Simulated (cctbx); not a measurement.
**Resonant diffraction in LaCr4Ga2**

Space group P4/nbm (no. 125, origin choice 1), a = 5.6840 Å, b = 5.6840 Å, c = 7.1820 Å, α = 90.00°, β = 90.00°, γ = 90.00°.

| atom | mult. | x | y | z | Ueq (Å²) |
| --- | --- | --- | --- | --- | --- |
| La1 | 2 | 0 | 1/2 | 0 | 0.0116 |
| Ga1 | 4 | 1/2 | 1/2 | 0.8395 | 0.0202 |
| Cr1 | 8 | 0.3128 | 0.1872 | 0.6501 | 0.0156 |

The model is made up (kin elements in a known structure type, no relaxation), so it says nothing on whether the phase exists.

Calculated with cctbx: free-atom f′ and f″ from the Sasaki tables, no fine structure; amplitudes in electrons.

| E (eV) | F 2 0 1 | F 0 2 0 | F 1 1 3 | F 2 1 1 |
| --- | --- | --- | --- | --- |
| 9767 | 193.4 | 73.4 | 174.7 | 73.0 |
| 10117 | 191.9 | 70.3 | 171.8 | 73.1 |
| 10247 | 190.5 | 67.6 | 169.3 | 73.2 |
| 10307 | 189.2 | 64.9 | 166.7 | 73.2 |
| 10337 | 187.7 | 62.2 | 164.1 | 73.2 |
| 10352 | 186.3 | 59.5 | 161.5 | 73.2 |
| 10359 | 185.1 | 57.1 | 159.3 | 73.2 |
| 10363 | 183.8 | 54.7 | 156.9 | 73.2 |
| 10371 | 183.7 | 55.8 | 157.0 | 73.2 |
| 10375 | 185.5 | 58.9 | 160.2 | 73.2 |
| 10382 | 186.9 | 61.6 | 162.9 | 73.2 |
| 10397 | 188.5 | 64.5 | 165.7 | 73.2 |
| 10427 | 190.1 | 67.3 | 168.5 | 73.2 |
| 10517 | 192.1 | 71.0 | 172.2 | 73.2 |
| 10767 | 194.4 | 75.1 | 176.3 | 73.3 |

**Question.** Which edge is crossed, and why do the reflections move as they do?

The K edge of Ga. The edge is at 10367 eV. f′ of Ga falls from -4.1 e at 10247 eV to -7.5 e at 4 eV below it, and f″ steps from 0.49 to 3.89 e across it. Over that approach |F| changes by -4 % (2 0 1), -19 % (0 2 0), -7 % (1 1 3) and +0 % (2 1 1): a reflection falls where Ga scatters in phase with the total and rises where it scatters against it; it hardly moves where the Ga term is small or cancels by symmetry. Above the edge the larger f″ enters the imaginary part, where it can add to or cancel the other atoms' f″. The structure is centrosymmetric, so Friedel mates stay equal.
